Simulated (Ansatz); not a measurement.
Two G0W0 runs on WS2 (layered bulk) (P6_3/mmc).

```xyz
6
Lattice="3.1150 0.0000 0.0000 -1.5575 2.6977 0.0000 0.0000 0.0000 11.7768" Properties=species:S:1:pos:R:3 pbc="T T T"
W     0.0000    1.7984    2.9442
S     1.5575    0.8992    4.5165
S     1.5575    0.8992    1.3719
W     1.5575    0.8992    8.8326
S     0.0000    1.7984   10.4048
S     0.0000    1.7984    7.2603
```

The structure was relaxed with PBEsol-D3(BJ). The runs that relaxed it are not among those shown. Spin-orbit coupling is left out unless a run names it.

The first (Ansatz 0.2.0; start PBEsol, 9×9×2 mesh, 412 empty bands, screening to 150 eV, PAW set soft_1 files; 1 × NVIDIA H100 80GB HBM3 (shared by 6 runs) with 3 threads of AMD EPYC 7R13 (Zen 3), shared host) gave, on its mesh: starting gap 0.79 eV, G0W0 gap 1.20 eV, RPA ε∞ (mean) 12.03, 1.9 min.

The second gave: starting gap 0.79 eV, G0W0 gap 1.10 eV, RPA ε∞ (mean) 12.39, 27 s.

Question: What was changed in the input? Choose among start, files, mesh, bands and cutoff, frequency model or another key.

Changed: empty bands from 412 to 104 and screening cutoff (eV) from 150.0 to 60. The starting gap stayed, which rules out the functional and points to the GW step. Other changes could give like numbers; this is the one that was made.

Limits: not at the basis limit; no spin-orbit coupling; coarse k mesh.

[Paths, hosts, dates, memory and timing lines, banners, echoed tables and standing remarks are left out of the program output.]

[Logs are printed without paths, hosts, clocks, repeated set-up lines and the standing remarks that a program may print on its own settings, such as how far it seeks lower states.]

[Runs of the session that timed out or met a known fault of the program may be left out.]

[Cells called generated may have been cut or substituted from an entry of the Crystallography Open Database or the Materials Project.]

[Hosts, paths, dates, database ids (printed as entryN), source tags and the programs' standing remarks are cut or masked in the printed files.]
